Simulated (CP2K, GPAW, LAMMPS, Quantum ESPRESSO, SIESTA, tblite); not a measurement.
**A faulty GPAW run on amorphous carbon (123 atoms)**

Program: GPAW 26.7.0, a calculation on a cell of 123 C, 11.2 Å³ an atom.

The input, run.py:

```python
import numpy as np
from ase.io import read
from gpaw import GPAW, FermiDirac

atoms = read("structure.xyz")
atoms.calc = GPAW(
    mode="lcao",
    basis="dzp",
    h=0.45,
    xc="PBE",
    kpts={"size": (1, 1, 1), "gamma": True},
    occupations=FermiDirac(0.05),
    maxiter=60,
    symmetry={"point_group": False},
    txt="gpaw.txt",
)
energy = atoms.get_potential_energy(force_consistent=True)
forces = atoms.get_forces()
print(f"energy {energy:.6f} eV")
print("forces (eV/A)")
for i, (a, f) in enumerate(zip(atoms, forces)):
    print(f"{i:4d} {a.symbol:2s} {f[0]:10.5f} {f[1]:10.5f} {f[2]:10.5f}")
print(f"Fermi level {atoms.calc.get_fermi_level():.4f} eV")
for k in range(len(atoms.calc.get_ibz_k_points())):
    for s in range(atoms.calc.get_number_of_spins()):
        e = atoms.calc.get_eigenvalues(kpt=k, spin=s)
        n = np.searchsorted(e, atoms.calc.get_fermi_level())
        print(f"k {k} spin {s} levels about the Fermi level:", np.round(e[max(n - 6, 0):n], 4).tolist(), "|", np.round(e[n:n + 6], 4).tolist())
```

The input, structure.xyz:

```xyz
123
Lattice="11.14320 0.00000 0.00000 0.00000 11.14320 0.00000 0.00000 0.00000 11.14320" Properties=species:S:1:pos:R:3 pbc="T T T"
C 6.30627 7.78497 6.99659
C 0.80153 5.44590 9.11536
C 5.25146 7.17265 3.66099
C 10.37911 7.91524 0.80833
C 8.61124 4.97700 6.10959
C 4.53227 8.09353 10.86885
C 1.80910 6.13857 9.91544
C 5.17914 4.66265 3.16979
C 3.56371 3.85477 9.04293
C 7.98522 1.03353 6.02112
[... 109 atom lines left out ...]
C 10.00303 9.61346 8.35818
C 4.92050 6.08107 2.76663
C 7.32732 0.37898 0.58959
C 3.37840 9.76880 9.16584
```

The run is started by

```bash
OMP_NUM_THREADS=1 python run.py > output.txt
```

The log of the run:

```text
energy -610.763082 eV
forces (eV/A)
   0 C   107.65549  -46.03704  103.26675
   1 C    21.87624   19.44916  116.18243
   2 C   -78.86480  -76.76261 -137.25372
   3 C  -116.72761   73.64828   -7.25578
   4 C    67.53092   35.68896  126.90532
   5 C   -33.61846  -95.83356 -112.66600
   6 C  -130.23535   66.34263 -113.74406
   7 C   143.86105   73.38000 -132.57041
   8 C    96.59739  -68.75110  -35.73953
   9 C   110.43096   61.15564  -50.62197
  10 C   134.80117 -103.86910   91.87234
  11 C     6.98359   10.45613  134.27338
  12 C   -87.76963 -132.81174   35.97613
  13 C    27.18186  124.77840  101.76064
  14 C   -80.77966  -85.62743  111.61020
  15 C  -124.83812  125.70898   55.95906
  16 C   103.93190 -140.55681  111.85491
  17 C   101.91284   39.37303 -123.97413
  18 C  -149.85412 -137.77854  140.01689
  19 C    15.12092  -84.77644  138.93430
  20 C    85.37279 -100.85485   54.38426
  21 C   144.67052   57.18227   97.67050
  22 C   -84.46472  112.33027  149.79603
  23 C   -33.87083  114.86697  -78.44053
[...]
115 C  -107.34416  -21.90603  120.42490
 116 C    30.23888  -45.81570   93.48720
 117 C    24.81414 -112.64307  107.59745
 118 C  -155.41604 -148.17974 -126.98810
 119 C    67.59433   53.88269    3.16185
 120 C   122.20587  137.17144  -69.84242
 121 C   -67.85402 -108.63678  -13.43846
 122 C   -22.83797   63.52750   -3.16907
Fermi level 3.6629 eV
k 0 spin 0 levels about the Fermi level: [3.3646, 3.4306, 3.4652, 3.5269, 3.6005, 3.6154] | [3.6963, 3.7291, 3.8345, 3.8941, 3.9343, 4.0447]
```

gpaw.txt:

```text
Input parameters:
  mode=LCAO(),
  basis={'default': 'dzp'},
  h=0.45,
  kpts=MonkhorstPack(size=(1, 1, 1), gamma=True),
  maxiter=60,
  occupations=Occupations(name='fermi-dirac', width=0.05, fixmagmom=False),
  symmetry=Symmetry(point_group=False),
  xc=XC(name='PBE')
Unit cell  # Å
| periodic |         x |         y |         z |   lengths |    angles |
|----------|-----------|-----------|-----------|-----------|-----------|
|      yes | 11.143200 |  0.000000 |  0.000000 | 11.143200 | 90.000000 |
[... lines left out ...]
  Fermi-Dirac:
[... lines left out ...]
convergence criteria:
- Maximum [total energy] change in last 3 cyles: 0.0005 eV / valence electron
[... lines left out ...]
Converged in 22 steps
SCF loop duration: 123.070 s (5.594 s/step)
Energy contributions relative to reference atoms: (reference = -126398.258204)
Energy contributions:
  Kinetic:         424.844018
  Coulomb:        -533.709980
  Zero:            444.143018
  External:          0.000000
  Xc:             -945.749116
  Entropy:          -0.291021
  Spinorbit:         0.000000
  ----------------------------
  Free energy:    -610.763082
  Extrapolated:   -610.617571
dipole moment: (21.467426, 92.482126, 56.300488)  # |e|*Ang
Fermi level: 3.663
Eigenvalues  # (at kpt = [0.000, 0.000, 0.000])
| band index |      eig [eV] | occ [0-2] |
|------------|---------------|-----------|
|          0 |       -15.835 |     2.000 |
|        ... |               |           |
|        238 |         3.257 |     1.999 |
|        239 |         3.276 |     1.999 |
[...]
|        253 |         4.222 |     0.000 |
|        ... |               |           |
|        299 |         8.093 |     0.000 |
Gap: 0.081 eV
Transition (v -> c):
  (s=0, k=0, n=245, [0.00, 0.00, 0.00]) -> (s=0, k=0, n=246, [0.00, 0.00, 0.00])
No difference between direct/indirect transitions
Force computation time: 11.499  # s
timing:  # [seconds]
  Total:  141.938  # ━━━━━━━━━━━━━━━━━━━━━━━━━━━━━━━━━━━━━━━━━━━━━━━━━━━━━━━━
  Init:     7.334  # ━━━
  SCF:    123.070  # ━━━━━━━━━━━━━━━━━━━━━━━━━━━━━━━━━━━━━━━━━━━━━━━━╸
  Forces:  11.499  # ━━━━╸
```

It took 2.4 min on 1 thread of Arm Neoverse V1, shared host; peak memory 0.51 GiB.

Banners, paths, timers and routine set-up lines are dropped from the logs unmarked, and long logs keep their key lines alone; longer cuts are marked.

Against a plane-wave PBE reference and this program's sound run:

* r.m.s. difference of force components: 95980 meV/Å
* longest difference of force vectors: 250300 meV/Å
* force difference over r.m.s. force: 7133 %
* slope of forces against the reference's: 0.0411
* energy less the same-level run's: 3073 meV/atom
* r.m.s. force difference from the same-level run: 95980 meV/Å

Why should this run not be trusted?

A grid far too coarse: grid spacing 0.45 Å. The sound run has grid spacing 0.2 Å.

The run converged all the same, so the exit status doesn't show the fault.

[Also dropped from logs without a mark: logging warnings of Python, and SIESTA's first energy breakdown and zero terms.]

[Logs are printed without paths, hosts, clocks, repeated set-up lines and the standing remarks that a program may print on its own settings, such as how far it seeks lower states.]

[Hosts, paths, dates, database ids (printed as entryN), source tags and the programs' standing remarks are cut or masked in the printed files.]
